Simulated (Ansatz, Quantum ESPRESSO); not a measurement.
# Rh (Fm-3m): electron–phonon coupling with Quantum ESPRESSO, part 2 of 4

Each step names its level of theory.

So far. Step 2 (Relaxation): The largest force is now zero by symmetry and the largest stress component 0.0058 GPa. Step 3 (Ground state with pw.x): With these potentials, mesh and smearing the cell is at 0.78 GPa. The relaxed cell has a = 3.830 Å (conventional setting).

## (4) Phonons and couplings with ph.x: Fermi–Dirac smearing of 0.1 eV

Level of this step: DFT PBE, scalar-relativistic, plane waves, GBRV ultrasoft pseudopotentials (Quantum ESPRESSO).

ph.x gives each mode's frequency and linewidth; λ of a mode follows from Gaussian double-delta sums over the k mesh, here at four widths.

ph.in reads:

```
phonons and couplings
 &inputph
    prefix='x',
    outdir='./tmp',
    tr2_ph=1.0d-15,
    fildyn='x.dyn',
    fildvscf='dvscf',
    ldisp=.true.,
    nq1=3,
    nq2=3,
    nq3=3,
    electron_phonon='simple',
    el_ph_ngauss=0,
    el_ph_sigma=0.00734986,
    el_ph_nsigma=4,
    alpha_mix(1)=0.5,
    amass(1)=102.9055,
 /
```

On the command line:

```console
$ OMP_NUM_THREADS=1 mpirun -n 4 ph.x -nk 4 -in ph.in > ph.x.log
```

Log:

```text
[banner, memory and clock lines left out]
Program PHONON v.7.5

     ./tmp/x.save/

     IMPORTANT: XC functional enforced from input :
     Exchange-correlation= PBE
                           (   1   4   3   4   0   0   0)
     Any further DFT definition will be discarded
     Please, verify this is what you really want

     G-vector sticks info

     negative rho (up, down):  5.920E-02 0.000E+00
     Reading collected, re-writing distributed wavefunctions in ./tmp/

     Dynamical matrices for ( 3, 3, 3)  uniform grid of q-points
     (   4 q-points):
       N         xq(1)         xq(2)         xq(3)
       1   0.000000000   0.000000000   0.000000000
       2   0.235702260   0.235702260  -0.235702260
       3   0.471404521   0.000000000  -0.000000000
       4  -0.000000000  -0.471404521   0.471404521

     Number and degeneracy of irreps per q-point
       N         xq(1)         xq(2)         xq(3)   N irreps
       1   0.000000000   0.000000000   0.000000000       1
        3
       2   0.235702260   0.235702260  -0.235702260       2
        1   2
       3   0.471404521   0.000000000  -0.000000000       2
        1   2
       4  -0.000000000  -0.471404521   0.471404521       3
     No degeneracy

     Saving dvscf to file. Distribute only q points, not irreducible representations.

     Calculation of q =    0.0000000   0.0000000   0.0000000

     phonons and couplings

     bravais-lattice index     =            0
     lattice parameter (alat)  =       5.1184  a.u.
     unit-cell volume          =      94.8198 (a.u.)^3
     number of atoms/cell      =            1
     number of atomic types    =            1
     kinetic-energy cut-off    =      45.0000  Ry
     charge density cut-off    =     360.0000  Ry
     convergence threshold     =      1.0E-15
     beta                      =       0.5000
     number of iterations used =            4
     Exchange-correlation= PBE
                           (   1   4   3   4   0   0   0)

     celldm(1)=    5.11844  celldm(2)=    0.00000  celldm(3)=    0.00000
     celldm(4)=    0.00000  celldm(5)=    0.00000  celldm(6)=    0.00000

     crystal axes: (cart. coord. in units of alat)
               a(1) = (  0.0000  0.7071  0.7071 )
               a(2) = (  0.7071  0.0000  0.7071 )
               a(3) = (  0.7071  0.7071  0.0000 )

     reciprocal axes: (cart. coord. in units 2 pi/alat)
               b(1) = ( -0.7071  0.7071  0.7071 )
               b(2) = (  0.7071 -0.7071  0.7071 )
               b(3) = (  0.7071  0.7071 -0.7071 )

     Atoms inside the unit cell:

     Cartesian axes

     site n.  atom      mass           positions (alat units)
        1  Rh    102.9055   tau(    1) = (    0.00000    0.00000    0.00000  )

     Computing dynamical matrix for
                    q = (   0.0000000   0.0000000   0.0000000 )

     49 Sym.Ops. (with q -> -q+G )

     G cutoff =  238.9015  (  10969 G-vectors)     FFT grid: ( 32, 32, 32)
     G cutoff =  119.4507  (   3839 G-vectors)  smooth grid: ( 24, 24, 24)

     number of k points=   120  Fermi-Dirac smearing, width (Ry)=  0.0073

     PseudoPot. # 1 for Rh read from file:
     ./pseudo/Rh.upf
     Pseudo is Ultrasoft + core correction, Zval = 15.0
     Using radial grid of  969 points,  7 beta functions with:
                l(1) =   0
                l(2) =   0
                l(3) =   1
                l(4) =   1
                l(5) =   2
                l(6) =   2
                l(7) =   2
     Q(r) pseudized with  8 coefficients,  rinner =    1.200   1.200   1.200
                                                       1.200   1.200

     Mode symmetry, O_h (m-3m)  point group:

     Atomic displacements:
     There are    1 irreducible representations

     Representation     1      3 modes -  To be done

     Alpha used in Ewald sum =   2.8000

     negative rho (up, down):  5.920E-02 0.000E+00

     Representation #   1 modes #   1   2   3

     Self-consistent Calculation

     Pert. #  1: Fermi energy shift (Ry) =     7.1086E-26     4.2318E-37
     Pert. #  2: Fermi energy shift (Ry) =    -1.5079E-26     1.3714E-37
     Pert. #  3: Fermi energy shift (Ry) =     9.9089E-26     1.7241E-37

      thresh= 1.000E-02 alpha_mix =  0.500 |ddv_scf|^2 =  5.638E-06

     Pert. #  1: Fermi energy shift (Ry) =     0.0000E+00    -6.6122E-39
     Pert. #  2: Fermi energy shift (Ry) =    -7.3240E-26    -2.9387E-39
     Pert. #  3: Fermi energy shift (Ry) =     1.2925E-26    -1.9592E-39

      thresh= 2.375E-04 alpha_mix =  0.500 |ddv_scf|^2 =  2.886E-07

     Pert. #  1: Fermi energy shift (Ry) =     1.2588E-25    -1.2857E-39
     Pert. #  2: Fermi energy shift (Ry) =     6.1729E-26     1.8367E-40
     Pert. #  3: Fermi energy shift (Ry) =     4.4294E-26    -1.2245E-40

      thresh= 5.372E-05 alpha_mix =  0.500 |ddv_scf|^2 =  2.816E-09

     Pert. #  1: Fermi energy shift (Ry) =    -1.6964E-26     3.8265E-41
     Pert. #  2: Fermi energy shift (Ry) =     9.6935E-27     9.9488E-41
     Pert. #  3: Fermi energy shift (Ry) =     4.1197E-26     1.5306E-41

      thresh= 5.306E-06 alpha_mix =  0.500 |ddv_scf|^2 =  2.605E-11

     Pert. #  1: Fermi energy shift (Ry) =    -6.7316E-27     6.2180E-42
     Pert. #  2: Fermi energy shift (Ry) =    -2.3897E-26     1.0284E-41
     Pert. #  3: Fermi energy shift (Ry) =    -9.5589E-27     9.5662E-43

      thresh= 5.104E-07 alpha_mix =  0.500 |ddv_scf|^2 =  1.036E-12

     Pert. #  1: Fermi energy shift (Ry) =     8.8857E-27     1.4349E-42
     Pert. #  2: Fermi energy shift (Ry) =    -1.6492E-26    -5.9789E-43
     Pert. #  3: Fermi energy shift (Ry) =     1.0636E-26     5.2614E-42

      thresh= 1.018E-07 alpha_mix =  0.500 |ddv_scf|^2 =  2.068E-14

     Pert. #  1: Fermi energy shift (Ry) =     1.8041E-26     1.1479E-41
     Pert. #  2: Fermi energy shift (Ry) =    -4.0188E-26    -1.4349E-42
     Pert. #  3: Fermi energy shift (Ry) =    -4.4429E-26    -3.8265E-42

      thresh= 1.438E-08 alpha_mix =  0.500 |ddv_scf|^2 =  3.714E-17

     End of self-consistent calculation

     Convergence has been achieved

     Number of q in the star =    1
     List of q in the star:
          1   0.000000000   0.000000000   0.000000000

     Diagonalizing the dynamical matrix

     q = (    0.000000000   0.000000000   0.000000000 )

 **************************************************************************
     freq (    1) =       0.105990 [THz] =       3.535430 [cm-1]
     freq (    2) =       0.105990 [THz] =       3.535430 [cm-1]
     freq (    3) =       0.105990 [THz] =       3.535430 [cm-1]
 **************************************************************************

     Mode symmetry, O_h (m-3m)  point group:

[...]
(   1   4   3   4   0   0   0)

     celldm(1)=   5.118445  celldm(2)=   0.000000  celldm(3)=   0.000000
     celldm(4)=   0.000000  celldm(5)=   0.000000  celldm(6)=   0.000000

     crystal axes: (cart. coord. in units of alat)
               a(1) = (   0.000000   0.707107   0.707107 )
               a(2) = (   0.707107   0.000000   0.707107 )
               a(3) = (   0.707107   0.707107   0.000000 )

     reciprocal axes: (cart. coord. in units 2 pi/alat)
               b(1) = ( -0.707107  0.707107  0.707107 )
               b(2) = (  0.707107 -0.707107  0.707107 )
               b(3) = (  0.707107  0.707107 -0.707107 )

     PseudoPot. # 1 for Rh read from file:
     ./pseudo/Rh.upf
     Pseudo is Ultrasoft + core correction, Zval = 15.0
     Using radial grid of  969 points,  7 beta functions with:
[...]
l(7) =   2
     Q(r) pseudized with  8 coefficients,  rinner =    1.200   1.200   1.200
                                                       1.200   1.200

     atomic species   valence    mass     pseudopotential
     Rh               15.00   102.90550     Rh( 1.00)

     48 Sym. Ops., with inversion, found

   Cartesian axes

     site n.     atom                  positions (alat units)
         1        Rh     tau(   1) = (   0.0000000   0.0000000   0.0000000  )

     number of k points=  1920  Fermi-Dirac smearing, width (Ry)=  0.0073

     Number of k-points >= 100: set verbosity='high' to print them.

     Dense  grid:    10969 G-vectors     FFT dimensions: (  32,  32,  32)

     Smooth grid:     3839 G-vectors     FFT dimensions: (  24,  24,  24)

     The potential is recalculated from file :
     ./tmp/_ph0/x.q_4/x.save/charge-density

     negative rho (up, down):  5.920E-02 0.000E+00
     Starting wfcs are   12 atomic +    3 random wfcs

     Band Structure Calculation
     Davidson diagonalization with overlap

     ethr =  6.67E-11,  avg # of iterations = 14.7

     End of band structure calculation

     Number of k-points >= 100: set verbosity='high' to print the bands.

     the Fermi energy is    20.7872 ev

     Writing config to output data dir ./tmp/_ph0/x.q_4/x.save/ :
     XML data file

     phonons and couplings

     bravais-lattice index     =            0
     lattice parameter (alat)  =       5.1184  a.u.
     unit-cell volume          =      94.8198 (a.u.)^3
     number of atoms/cell      =            1
     number of atomic types    =            1
     kinetic-energy cut-off    =      45.0000  Ry
     charge density cut-off    =     360.0000  Ry
     convergence threshold     =      1.0E-15
     beta                      =       0.5000
     number of iterations used =            4
     Exchange-correlation= PBE
                           (   1   4   3   4   0   0   0)

     celldm(1)=    5.11844  celldm(2)=    0.00000  celldm(3)=    0.00000
     celldm(4)=    0.00000  celldm(5)=    0.00000  celldm(6)=    0.00000

     crystal axes: (cart. coord. in units of alat)
               a(1) = (  0.0000  0.7071  0.7071 )
               a(2) = (  0.7071  0.0000  0.7071 )
               a(3) = (  0.7071  0.7071  0.0000 )

     reciprocal axes: (cart. coord. in units 2 pi/alat)
               b(1) = ( -0.7071  0.7071  0.7071 )
               b(2) = (  0.7071 -0.7071  0.7071 )
               b(3) = (  0.7071  0.7071 -0.7071 )

     Atoms inside the unit cell:

     Cartesian axes

     site n.  atom      mass           positions (alat units)
        1  Rh    102.9055   tau(    1) = (    0.00000    0.00000    0.00000  )

     Computing dynamical matrix for
                    q = (  -0.0000000  -0.4714045   0.4714045 )

      4 Sym.Ops. (no q -> -q+G )

     G cutoff =  238.9015  (  10969 G-vectors)     FFT grid: ( 32, 32, 32)
     G cutoff =  119.4507  (   3839 G-vectors)  smooth grid: ( 24, 24, 24)

     number of k points=  1920  Fermi-Dirac smearing, width (Ry)=  0.0073

     PseudoPot. # 1 for Rh read from file:
     ./pseudo/Rh.upf
     Pseudo is Ultrasoft + core correction, Zval = 15.0
     Using radial grid of  969 points,  7 beta functions with:
                l(1) =   0
                l(2) =   0
                l(3) =   1
                l(4) =   1
                l(5) =   2
                l(6) =   2
                l(7) =   2
     Q(r) pseudized with  8 coefficients,  rinner =    1.200   1.200   1.200
                                                       1.200   1.200

     Mode symmetry, C_2v (mm2)  point group:

     Atomic displacements:
     There are    3 irreducible representations

     Representation     1      1 modes -  To be done

     Representation     2      1 modes -  To be done

     Representation     3      1 modes -  To be done

     Alpha used in Ewald sum =   2.8000

     negative rho (up, down):  5.920E-02 0.000E+00

     Representation #   1 mode #   1

     Self-consistent Calculation

[...]
End of self-consistent calculation

     Convergence has been achieved

     Representation #   2 mode #   2

     Self-consistent Calculation

[...]
End of self-consistent calculation

     Convergence has been achieved

     Representation #   3 mode #   3

     Self-consistent Calculation

[...]
thresh= 2.188E-03 alpha_mix =  0.500 |ddv_scf|^2 =  1.621E-05

      thresh= 4.026E-04 alpha_mix =  0.500 |ddv_scf|^2 =  1.189E-07

      thresh= 3.448E-05 alpha_mix =  0.500 |ddv_scf|^2 =  4.411E-09

      thresh= 6.641E-06 alpha_mix =  0.500 |ddv_scf|^2 =  2.512E-11

      thresh= 5.012E-07 alpha_mix =  0.500 |ddv_scf|^2 =  2.293E-12

      thresh= 1.514E-07 alpha_mix =  0.500 |ddv_scf|^2 =  4.837E-14

      thresh= 2.199E-08 alpha_mix =  0.500 |ddv_scf|^2 =  3.461E-15

      thresh= 5.883E-09 alpha_mix =  0.500 |ddv_scf|^2 =  1.138E-16

     End of self-consistent calculation

     Convergence has been achieved

     Number of q in the star =   12
     List of q in the star:
[...]
5  -0.471404521   0.471404521   0.000000000
          6   0.471404521  -0.471404521   0.000000000
          7  -0.471404521  -0.471404521  -0.000000000
          8   0.000000000   0.471404521  -0.471404521
          9   0.471404521  -0.000000000  -0.471404521
         10   0.471404521  -0.000000000   0.471404521
         11  -0.471404521   0.000000000  -0.471404521
         12  -0.471404521  -0.000000000   0.471404521

     Diagonalizing the dynamical matrix

     q = (   -0.000000000  -0.471404521   0.471404521 )

 **************************************************************************
     freq (    1) =       4.370228 [THz] =     145.775131 [cm-1]
     freq (    2) =       5.564867 [THz] =     185.623980 [cm-1]
     freq (    3) =       5.682056 [THz] =     189.532978 [cm-1]
 **************************************************************************

     Mode symmetry, C_2v (mm2)  point group:

     freq (   1-   1) =        145.8  [cm-1]   --> B_1  D_3  S_3
     freq (   2-   2) =        185.6  [cm-1]   --> B_2  D_4  S_4
     freq (   3-   3) =        189.5  [cm-1]   --> A_1  D_1  S_1

     Gaussian Broadening:   0.007 Ry, ngauss=   0
     DOS =  9.701945 states/spin/Ry/Unit Cell at Ef= 20.813047 eV
     double delta at Ef =174.799024
[...]
Gaussian Broadening:   0.015 Ry, ngauss=   0
     DOS =  9.173485 states/spin/Ry/Unit Cell at Ef= 20.793959 eV
     double delta at Ef =187.416697
[...]
lambda(    2)=  0.1934   gamma=   52.47 GHz
     lambda(    3)=  0.3035   gamma=   85.84 GHz

     Gaussian Broadening:   0.022 Ry, ngauss=   0
     DOS =  9.492675 states/spin/Ry/Unit Cell at Ef= 20.778635 eV
     double delta at Ef =203.234415
     lambda(    1)=  0.2654   gamma=   45.94 GHz
     lambda(    2)=  0.2028   gamma=   56.94 GHz
     lambda(    3)=  0.2770   gamma=   81.07 GHz

     Gaussian Broadening:   0.029 Ry, ngauss=   0
     DOS =  9.823809 states/spin/Ry/Unit Cell at Ef= 20.766688 eV
     double delta at Ef =213.397291
     lambda(    1)=  0.2628   gamma=   47.09 GHz
     lambda(    2)=  0.2088   gamma=   60.65 GHz
     lambda(    3)=  0.2661   gamma=   80.59 GHz
```

Wall time 9.9 min (4 MPI ranks of Arm Neoverse V1, shared host).

Numbers from this step:

| Quantity | Value |
| --- | --- |
| highest frequency, solved or plainly interpolated | 219.0 cm⁻¹ |
| omega log against width | 20.3, 19.91, 19.84, 19.84 meV, at widths 0.1 to 0.4 eV |

As ph.x prints them, no sum rule imposed; at the zone centre the sum is no linewidth. Double-delta sums:

```tsv
q1	q2	q3	star	mode	omega (meV)	lambda_q, sigma 0.1 eV	lambda_q, sigma 0.2 eV	lambda_q, sigma 0.3 eV	lambda_q, sigma 0.4 eV	half width at sigma 0.2 (meV)
0	0	0	1	1	0.4383	0	0	0	0	8.27e-5
0	0	0	1	2	0.4383	0	0	0	0	8.27e-5
0	0	0	1	3	0.4383	0	0	0	0	8.27e-5
0	0	0.3333	8	1	14.08	0.2248	0.1871	0.1811	0.1777	0.07849
0	0	0.3333	8	2	14.08	0.2248	0.1871	0.1811	0.1777	0.07849
0	0	0.3333	8	3	27.1	0.1217	0.1072	0.0952	0.0874	0.1668
0	0.3333	0.3333	6	1	19.25	0.0711	0.1061	0.1236	0.1288	0.08333
0	0.3333	0.3333	6	2	19.25	0.0711	0.1061	0.1236	0.1288	0.08333
0	0.3333	0.3333	6	3	27.15	0.1195	0.0848	0.0915	0.0969	0.1324
0	0.3333	-0.3333	12	1	18.07	0.1205	0.2413	0.2654	0.2628	0.167
0	0.3333	-0.3333	12	2	23.01	0.1762	0.1934	0.2028	0.2088	0.217
0	0.3333	-0.3333	12	3	23.5	0.4392	0.3035	0.277	0.2661	0.355
```

Mean over the q mesh without its centre; few wavevectors enter, so none of the widths can be taken as converged. Coupling constant λ, lambda against Gaussian width:

```tsv
Gaussian width (eV)	coupling constant λ, lambda
0.100	0.576
0.200	0.557
0.300	0.563
0.400	0.558
```

λ runs from 0.576 at 0.1 eV to 0.558 at 0.4 eV.

(Continued in part 3 of 4.)

[Logs are printed without paths, hosts, clocks, repeated set-up lines and the standing remarks that a program may print on its own settings, such as how far it seeks lower states.]

[Hosts, paths, dates, database ids (printed as entryN), source tags and the programs' standing remarks are cut or masked in the printed files.]
